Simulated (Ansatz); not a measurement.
# W(100) with 4 thermally displaced layers, 2x2: scattering by thermal displacements

Aim: the resistivity of W at 300 K from frozen thermal displacements between perfect leads. The measured value for the pure metal at this temperature is 5.44 µΩ cm (CRC Handbook of Chemistry and Physics, 84th ed., 2003, Electrical Resistivity of Pure Metals).

Calculated with Ansatz 0.2.0; Ansatz plane-wave DFT, PBE, PAW files; ballistic transport by layer matching (Landauer), zero bias; PAW set soft_1.

Report form: the programs' logs are mostly left out.

### 1. The starting structure

The cell holds 56 atoms: 56 W. Cell: a = 6.330 Å, b = 6.330 Å, c = 22.154 Å, α = 90.0°, β = 90.0°, γ = 90.0°. It derives from W. Regions: lead, 40 atoms (40 W); scattering region, 16 atoms (16 W). The structure is stacked along c, and the current runs across the ab planes.

### 2. With 4 displaced layers

Each atom of 4 layers is moved at random, by amounts drawn from a normal law 0.0394 Å wide in each direction from the Debye model (400 K) at 300 K. The layers about the cell's end stay perfect and serve as the lead. Disorder leaves little or no symmetry, which makes such runs dear. Energies from -0.05 to 0.05 eV in steps of 0.05 eV are too few for the program's thermal sum, so it prints no conductance; for a metal the transmission near the Fermi level serves, at a fraction of the cost.

input.yaml

```yaml
crystal:
  lattice:
    - [6.3296, 0.0, 0.0]
    - [0.0, 6.3296, 0.0]
    - [0.0, 0.0, 22.1536]
  atoms:
    - { symbol: W, position: [0.0, 0.0, 0.0357142857] }
    - { symbol: W, position: [0.0, 0.5, 0.0357142857] }
    - { symbol: W, position: [0.5, 0.0, 0.0357142857] }
    - { symbol: W, position: [0.5, 0.5, 0.0357142857] }
    - { symbol: W, position: [0.25, 0.25, 0.1071428571] }
    - { symbol: W, position: [0.25, 0.75, 0.1071428571] }
    - { symbol: W, position: [0.75, 0.25, 0.1071428571] }
    - { symbol: W, position: [0.75, 0.75, 0.1071428571] }
[... 44 atom lines left out ...]
    - { symbol: W, position: [0.25, 0.25, 0.9642857143] }
    - { symbol: W, position: [0.25, 0.75, 0.9642857143] }
    - { symbol: W, position: [0.75, 0.25, 0.9642857143] }
    - { symbol: W, position: [0.75, 0.75, 0.9642857143] }
kpoints:
  mp_grid: { grid: [4, 4, 1] }
hamiltonian:
  xc: pbe
  pseudopotentials: { kind: paw, azcp: { folder: soft_1 } }
scf:
  occupations: { method: fermi_dirac, width: 0.1 }
output:
  transmission: { leads: [[0, 4]], kmesh: [8, 8], e_range: [-0.05, 0.05], de: 0.05 }
  write_potential: true
  write_density: true
  volumetric_format: npy
  elf: true
```

Started as:

```bash
$ ansatz run input.yaml --threads 4 --pin off --max-ram 15360MiB --backend cpu --events-out ev --progress --plain --runs-dir out
```

Elapsed: 6.1 min, on 4 threads of Intel Xeon Gold 6455B (Sapphire Rapids), shared host; peak memory 7.9 GiB.

Numbers from this step:

| Quantity | Value |
| --- | --- |
| free energy | -581611.1505 eV |
| energy at zero smearing | -581610.6615 eV |
| Fermi energy | 22.48 eV |
| cell area | 40.06 Å² |
| transmission per spin nearest the Fermi level | 5.275 |
| open channels per spin nearest the Fermi level | 5.656 |
| step of the lead's potential | 2 meV |

Per spin. Table of transmission, zone mean by energy, zero at the Fermi level:

```
energy (eV)  transmission, zone mean
    -0.0500                     4.93
     0.0000                     5.27
     0.0500                     5.22
```

Per spin. The open channels, zone mean, lead by energy, zero at the Fermi level:

```
energy (eV)  open channels, zone mean, lead
    -0.0500                            5.28
     0.0000                            5.66
     0.0500                            5.53
```

Transmission over k1 and k2. At 0.0000 eV from the Fermi level.

Ten even steps from '_' (0.0) to '@' (13.7):
```
..__::::==::::__
..::..==**==..::
::::==%%@@%%==::
++==**@@@@@@**==
::::==%%@@%%==::
..::..==**==..::
..__::::==::::__
__....::==::....
```
Columns: k1 (b1) from -0.5 to 0.375; rows upwards: k2 (b2) from -0.5 to 0.375.

Open channels over k1 and k2. At 0.0000 eV from the Fermi level.

Values, 8 rows by 8 columns:
```
 2.0  1.0  3.0  4.0  7.0  4.0  3.0  1.0
 2.0  3.0  2.0  7.0 10.0  7.0  2.0  3.0
 4.0  4.0  7.0 13.0 14.0 13.0  7.0  4.0
 8.0  7.0 10.0 14.0 14.0 14.0 10.0  7.0
 4.0  4.0  7.0 13.0 14.0 13.0  7.0  4.0
 2.0  3.0  2.0  7.0 10.0  7.0  2.0  3.0
 2.0  1.0  3.0  4.0  7.0  4.0  3.0  1.0
 0.0  2.0  2.0  4.0  8.0  4.0  2.0  2.0
```
Columns: k1 (b1) from -0.5 to 0.375; rows upwards: k2 (b2) from -0.5 to 0.375.

Valence density in the ca plane at fractional y = 0.000, with atoms of W within 0.2 Å of it. It is the smooth field of the valence electrons, not physical close to the nuclei.

Values in e/Å³, 9 rows by 16 columns, each cell a mean:
```
2.4 2.9 0.3 1.7 3.5 0.4 1.4 4.3 0.6 0.6 3.9 1.0 0.4 3.6 1.7 0.3
0.4 0.4 0.3 0.4 0.5 0.3 0.4 0.6 0.3 0.3 0.5 0.3 0.3 0.5 0.4 0.3
0.3 0.3 0.3 0.3 0.3 0.3 0.3 0.4 0.3 0.3 0.4 0.3 0.3 0.3 0.3 0.3
1.8 2.2 0.3 1.3 2.7 0.4 0.8 3.0 0.6 0.5 3.2 0.9 0.4 2.7 1.2 0.3
3.3 4.0 0.3 2.4 4.7 0.4 1.4 5.3 0.9 0.8 5.2 1.6 0.5 4.8 2.4 0.3
1.1 1.3 0.3 0.8 1.5 0.3 0.5 1.7 0.4 0.4 1.5 0.5 0.3 1.5 0.8 0.3
0.3 0.3 0.3 0.3 0.3 0.3 0.3 0.3 0.3 0.3 0.3 0.3 0.3 0.3 0.3 0.3
0.7 0.8 0.3 0.5 0.9 0.3 0.4 0.7 0.3 0.4 1.0 0.4 0.3 0.9 0.5 0.3
3.0 3.6 0.3 2.2 4.4 0.4 1.4 4.5 0.6 0.8 4.9 1.4 0.4 4.4 2.1 0.3
```
Columns run along c (16.0 Å, from fractional 0.14 to 0.86 of the cell), rows up along a (6.3 Å). Atoms in or near the plane, at fractional coordinates: W at (0.18, 0.00), W at (0.18, 0.50), W at (0.32, 0.00), W at (0.32, 0.50), W at (0.46, 0.99), W at (0.47, 0.50), W at (0.61, 0.00), W at (0.61, 0.51), W at (0.75, 0.00), W at (0.75, 0.50).

Electrostatic potential energy in the ca plane at fractional y = 0.000, with atoms of W within 0.2 Å of it. With pseudopotentials it is smooth inside the atoms' cores, unlike the true potential.

Ten even steps from '0' (-24 eV) to '9' (23 eV), each cell a mean:
```
50001699830002799610003899610005898400016998
73114899963125899841026999841137999731148999
98678999997678999986578999987789999986789999
99999999999999999999999999999999999999999999
99999999999999999999999999999999999999999999
98668999997678999987678999986679999976689999
73114899962125899852126999841136999731148999
50001699830002799720003899610004898400016998
40000599830001699710002799600004898300006997
61002799851003799830004899730016999510027998
86446899985347999975357999975468999864479999
99889999999889999998889999998899999998899999
99999999999999999999999999999999999999999999
99889999998889999999999999998899999998899999
86446899985347999975568999864358999853469999
61002799851003799830016999720016999510027998
40000599820001699610003899500004898300006997
```
Columns run along c (16.0 Å, from fractional 0.14 to 0.86 of the cell; values clipped at the 3rd and 97th percentile), rows up along a (6.3 Å). Atoms in or near the plane, at fractional coordinates: W at (0.18, 0.00), W at (0.18, 0.50), W at (0.32, 0.00), W at (0.32, 0.50), W at (0.46, 0.99), W at (0.47, 0.50), W at (0.61, 0.00), W at (0.61, 0.51), W at (0.75, 0.00), W at (0.75, 0.50).

ELF in the ca plane at fractional y = 0.000, with atoms of W within 0.2 Å of it. It is the smooth field of the valence electrons, not physical close to the nuclei.

Ten even steps from '0' (0.15) to '9' (0.66), each cell a mean:
```
29679124149587133186394142197693141395781340
25875256326873265258982365247752464268742563
41012466531012566521113566421014666410125665
65335655664235655653246655653356556643356556
65335655664235655664346655652246656642356556
41112466531012566531113566421123666311124665
26885256327874256237872365258862464268842563
29669124149487134068595142196493141395781240
39239113058067023076076032194293040481481230
28998135239996145159994254179982252399971451
22332366423332466423332566322322565223323664
53113565652124665641025666531135656531146656
65446655665356655664457655664456545654466556
53113566652014655642135666631135666521135666
22442366423432466422222566324432565234323664
28998135239896144169982253189982252399971451
39239113058067022186294041193183040481481230
```
Columns run along c (16.0 Å, from fractional 0.14 to 0.86 of the cell), rows up along a (6.3 Å). Atoms in or near the plane, at fractional coordinates: W at (0.18, 0.00), W at (0.18, 0.50), W at (0.32, 0.00), W at (0.32, 0.50), W at (0.46, 0.99), W at (0.47, 0.50), W at (0.61, 0.00), W at (0.61, 0.51), W at (0.75, 0.00), W at (0.75, 0.50).

Over the solved energies the transmission per spin lies between 4.93 and 5.27, out of 5.49 channels of the lead on average (up to 5.66).

### 3. With 8 displaced layers

Each atom of 8 layers is moved at random, by amounts drawn from a normal law 0.0394 Å wide in each direction from the Debye model (400 K) at 300 K. A fresh draw is used; the growth of the resistance with length is what counts.

System of this step: W(100) with 8 thermally displaced layers, 2x2. The cell holds 72 atoms: 72 W. Its edges and angles: a = 6.330 Å, b = 6.330 Å, c = 28.483 Å, α = 90.0°, β = 90.0°, γ = 90.0°. It derives from W. Regions: lead, 40 atoms (40 W); scattering region, 32 atoms (32 W). The structure is stacked along c, and the current runs across the ab planes.

input.yaml

```yaml
crystal:
  lattice:
    - [6.3296, 0.0, 0.0]
    - [0.0, 6.3296, 0.0]
    - [0.0, 0.0, 28.4832]
  atoms:
    - { symbol: W, position: [0.0, 0.0, 0.0277777778] }
    - { symbol: W, position: [0.0, 0.5, 0.0277777778] }
    - { symbol: W, position: [0.5, 0.0, 0.0277777778] }
    - { symbol: W, position: [0.5, 0.5, 0.0277777778] }
    - { symbol: W, position: [0.25, 0.25, 0.0833333333] }
    - { symbol: W, position: [0.25, 0.75, 0.0833333333] }
    - { symbol: W, position: [0.75, 0.25, 0.0833333333] }
    - { symbol: W, position: [0.75, 0.75, 0.0833333333] }
[... 60 atom lines left out ...]
    - { symbol: W, position: [0.25, 0.25, 0.9722222222] }
    - { symbol: W, position: [0.25, 0.75, 0.9722222222] }
    - { symbol: W, position: [0.75, 0.25, 0.9722222222] }
    - { symbol: W, position: [0.75, 0.75, 0.9722222222] }
kpoints:
  mp_grid: { grid: [4, 4, 1] }
hamiltonian:
  xc: pbe
  pseudopotentials: { kind: paw, azcp: { folder: soft_1 } }
scf:
  occupations: { method: fermi_dirac, width: 0.1 }
output:
  transmission: { leads: [[0, 4]], kmesh: [8, 8], e_range: [-0.05, 0.05], de: 0.05 }
  write_potential: true
  write_density: true
  volumetric_format: npy
```

It took 8.5 min on 4 threads; peak memory 8.2 GiB; 28 min of CPU time.

This step gave:

```
free energy                                    : -747785.3155 eV
energy at zero smearing                        : -747784.6986 eV
Fermi energy                                   : 22.42 eV
transmission per spin nearest the Fermi level  : 4.484
open channels per spin nearest the Fermi level : 5.281
step of the lead's potential                   : 4.9 meV
```

Per spin. The transmission, zone mean by energy, zero at the Fermi level:

```
energy (eV)  transmission, zone mean
    -0.0500                     4.25
     0.0000                     4.48
     0.0500                     4.82
```

Over the solved energies the transmission per spin lies between 4.25 and 4.82, out of 5.20 channels of the lead on average (up to 5.66).

### 4. With 12 displaced layers

Each atom of 12 layers is moved at random, by amounts drawn from a normal law 0.0394 Å wide in each direction from the Debye model (400 K) at 300 K. A fresh draw is used; the growth of the resistance with length is what counts.

System of this step: W(100) with 12 thermally displaced layers, 2x2. The cell holds 88 atoms: 88 W. Cell: a = 6.330 Å, b = 6.330 Å, c = 34.813 Å, α = 90.0°, β = 90.0°, γ = 90.0°. It derives from W. Regions: lead, 40 atoms (40 W); scattering region, 48 atoms (48 W). The structure is stacked along c, and the current runs across the ab planes.

input.yaml

```yaml
crystal:
  lattice:
    - [6.3296, 0.0, 0.0]
    - [0.0, 6.3296, 0.0]
    - [0.0, 0.0, 34.8128]
  atoms:
    - { symbol: W, position: [0.0, 0.0, 0.0227272727] }
    - { symbol: W, position: [0.0, 0.5, 0.0227272727] }
    - { symbol: W, position: [0.5, 0.0, 0.0227272727] }
    - { symbol: W, position: [0.5, 0.5, 0.0227272727] }
    - { symbol: W, position: [0.25, 0.25, 0.0681818182] }
    - { symbol: W, position: [0.25, 0.75, 0.0681818182] }
    - { symbol: W, position: [0.75, 0.25, 0.0681818182] }
    - { symbol: W, position: [0.75, 0.75, 0.0681818182] }
[... 76 atom lines left out ...]
    - { symbol: W, position: [0.25, 0.25, 0.9772727273] }
    - { symbol: W, position: [0.25, 0.75, 0.9772727273] }
    - { symbol: W, position: [0.75, 0.25, 0.9772727273] }
    - { symbol: W, position: [0.75, 0.75, 0.9772727273] }
kpoints:
  mp_grid: { grid: [4, 4, 1] }
hamiltonian:
  xc: pbe
  pseudopotentials: { kind: paw, azcp: { folder: soft_1 } }
scf:
  occupations: { method: fermi_dirac, width: 0.1 }
output:
  transmission: { leads: [[0, 4]], kmesh: [8, 8], e_range: [-0.05, 0.05], de: 0.05 }
  write_potential: true
  write_density: true
  volumetric_format: npy
```

The job ended after 11 min (4 threads; peak memory 8.4 GiB; 42 min of CPU time).

Numbers from this step:

- free energy: -913959.0264 eV
- energy at zero smearing: -913958.2843 eV
- transmission per spin nearest the Fermi level: 4.175
- step of the lead's potential: 3.9 meV

Per spin. The transmission, zone mean by energy, zero at the Fermi level:

```
energy (eV)  transmission, zone mean
    -0.0500                     4.02
     0.0000                     4.18
     0.0500                     4.52
```

Over the solved energies the transmission per spin lies between 4.02 and 4.52, out of 5.20 channels of the lead on average (up to 5.66).

### 5. Resistance against length

This step: Ansatz plane-wave DFT, PBE, PAW files; ballistic transport by layer matching (Landauer), zero bias; resistivity from the slope of the area resistance; PAW set soft_1 (Ansatz 0.2.0).

This step gave:

```yaml
resistivity: 12.72 µΩ cm
intercept: -0.01523 fΩ m²
scatter_about_the_fit: 0.002579 fΩ m²
```

Resistance, by row:

```
run  length (Å)      T  channels N  RA (fΩ m²)
 n4        6.33  5.143        5.49     0.06349
 n8       12.66  4.519       5.198      0.1495
n12       18.99  4.241       5.198      0.2246
```

Area resistance against length of the displaced region:

```
length of the displaced region (Å)  area resistance (fΩ m²)
                              6.33                   0.0635
                             12.66                    0.149
                             18.99                    0.225
```

The area resistance goes from 0.063 to 0.22 fΩ m² between 6.3 and 19.0 Å, a slope of 13 µΩ cm.

By hand from the end points: (0.2246 − 0.06349) fΩ m² / (18.99 − 6.33) Å = 13 µΩ cm, since 1 fΩ m² per Å is 1000 µΩ cm.

### 6. Results

```
resistivity from the slope  : 12.7 µΩ cm
area resistance over 6.33 Å : 0.0635 fΩ m²
area resistance over 12.7 Å : 0.149 fΩ m²
area resistance over 19.0 Å : 0.225 fΩ m²
```

**Reading.** The slope gives 13 µΩ cm. The points scatter by 0.0026 fΩ m² about the line, with one random draw a length in a 2x2 cell, so the slope is a rough value. The mean square of the displacements drawn is 0.78, 0.91 and 1.0 of the nominal one at the three lengths; with each resistance scaled back by that, the slope is 11 µΩ cm, the value used below. The lead's own channel count moves between the runs (5.49, 5.20 and 5.20), which shifts RA and the slope too. Read with a model of isotropic scattering on a spherical Fermi surface and the lead's 1.1×10¹⁵ S/m², this slope means a mean free path near 73 Å; over these lengths the model's slope is 1.13 times its bulk resistivity, which would be 9.6 µΩ cm. Uncorrelated displacements put too much weight on short waves, which scatter strongly; with the sideways repeat of a small cell, one draw and three short lengths, the method is good to a factor of two or three. The measured value is 5.44 µΩ cm (CRC Handbook of Chemistry and Physics, 84th ed., 2003, Electrical Resistivity of Pure Metals); the scaled slope is 2.0 times that and the corrected value 1.8: clearly high. Spin-orbit coupling is left out, which matters for W.

[Logs are printed without paths, hosts, clocks, repeated set-up lines and the standing remarks that a program may print on its own settings, such as how far it seeks lower states.]

[Hosts, paths, dates, database ids (printed as entryN), source tags and the programs' standing remarks are cut or masked in the printed files.]
